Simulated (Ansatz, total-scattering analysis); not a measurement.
# The surroundings of H by a first difference

Two samples of ethanol (12 ethanol; C 22.2, O 11.1, H 66.7 atom %; 300 K, fixed volume; ρ₀ = 0.0929 Å⁻³) differ only in the isotope of H: D (b = 6.6681 fm) and H (b = -3.7395 fm). Other lengths: C 6.6472, O 5.8037 fm. The data are simulated by ab initio molecular dynamics with Ansatz (revPBE-D3(BJ), plane waves, PAW default files, Langevin thermostat, no spin, fixed volume, H with the mass of D). The average runs over 0.65 ps of 108 atoms, so shells between rare elements are rough. Mean temperature 292 K, largest m.s.d. 1.34 Å², energy drift +1 meV an atom (last third less first, no steady trend), Langevin friction 10 ps⁻¹; the first quarter of the run is discarded. Start: last frame of a classical run of this cell at the same density and temperature. So short a stretch relaxes bonds and nearest shells but still remembers its start. It is a liquid as far as so short a run tells. The partials come from the cell's reciprocal vectors below 4 Å⁻¹ and from g(r) above; absorption, incoherent and inelastic scattering are left out. F(Q) = Σ ci cj bi bj (Sij − 1), in barn per steradian and atom:

```csv
Q (Å⁻¹),2H,1H,difference
0.6,-0.335,-0.213,-0.122
0.9,-0.299,-0.191,-0.109
1.2,0.141,-0.179,0.321
1.5,0.519,-0.128,0.646
1.8,0.022,-0.091,0.114
2.1,-0.064,-0.098,0.035
2.4,-0.068,-0.056,-0.012
2.7,-0.038,-0.044,0.006
3.0,-0.017,-0.015,-0.002
3.3,-0.027,0.002,-0.029
3.6,-0.036,0.016,-0.052
3.9,-0.065,0.009,-0.074
4.2,-0.073,0.024,-0.097
4.5,-0.087,0.064,-0.152
4.8,-0.092,0.098,-0.190
5.1,-0.089,0.105,-0.194
5.4,-0.066,0.085,-0.151
5.7,-0.020,0.045,-0.064
6.0,0.025,-0.007,0.031
6.3,0.047,-0.051,0.098
6.6,0.054,-0.076,0.129
6.9,0.061,-0.080,0.140
7.2,0.067,-0.068,0.136
7.5,0.061,-0.046,0.107
7.8,0.044,-0.019,0.063
8.1,0.030,0.003,0.027
8.4,0.020,0.014,0.005
8.7,0.008,0.018,-0.010
9.0,-0.010,0.016,-0.025
9.3,-0.027,0.010,-0.037
9.6,-0.037,0.007,-0.045
9.9,-0.041,0.012,-0.053
10.2,-0.043,0.023,-0.065
10.5,-0.043,0.031,-0.074
10.8,-0.039,0.033,-0.071
```

The first difference in real space, ΔG(r), in barn (from the pair functions, so without the broadening of a finite Q range):

```
r (Å)  first difference G(r)
 0.50                 -0.428
 0.58                 -0.428
 0.66                 -0.428
 0.74                 -0.428
 0.82                 -0.428
 0.90                 -0.410
 0.98                  1.134
 1.06                  2.816
 1.14                  2.686
 1.22                 -0.402
 1.30                 -0.428
 1.38                 -0.428
 1.46                 -0.427
 1.54                 -0.422
 1.62                 -0.384
 1.70                 -0.137
 1.78                  0.130
 1.86                 -0.120
 1.94                 -0.132
 2.02                  0.084
 2.10                  0.493
 2.18                  0.613
 2.26                  0.032
 2.34                 -0.240
 2.42                 -0.190
 2.50                 -0.144
 2.58                 -0.107
 2.66                 -0.122
 2.74                 -0.119
 2.82                 -0.104
 2.90                 -0.132
 2.98                 -0.101
 3.06                 -0.043
 3.14                 -0.053
 3.22                 -0.045
 3.30                 -0.044
 3.38                 -0.015
 3.46                 -0.040
 3.54                 -0.050
```

**Question.** Which pairs survive in the difference, and what is the first shell of H?

Pairs without H cancel. ΔG(r) = Σ W [g(r) − 1] with W = 2 c(H) c(j) b(j) Δb, and c(H)² (b₁² − b₂²) for H–H: H–C 0.2050, H–O 0.0895, H–H 0.1355 barn. At small r, ΔG → −ΣW = -0.430; in this finite cell the H–H term carries (N − 1)/N with N = 72 atoms of H, which gives -0.428.

The first feature holds O–H (0.98 Å, 0.2 neighbours by the coordinates) and C–H (1.10 Å, 0.8 neighbours by the coordinates) together, so its area gives only their weighted sum.

Shells of H from the coordinates: O–H at 0.98 Å, 0.2 neighbours to 1.26 Å; C–H at 1.10 Å, 0.8 neighbours to 1.40 Å; H–H at 1.78 Å, 1.4 neighbours to 2.02 Å (first peaks with a usable minimum only). Counts average over all H, whatever molecule they sit on, and second peaks of a pair (H two bonds away, hydrogen bonds) add features between 1.5 and 2.5 Å that aren't listed. The structure is taken to be the same for both isotopes, which holds least well for H and D.

[Logs are printed without paths, hosts, clocks, repeated set-up lines and the standing remarks that a program may print on its own settings, such as how far it seeks lower states.]
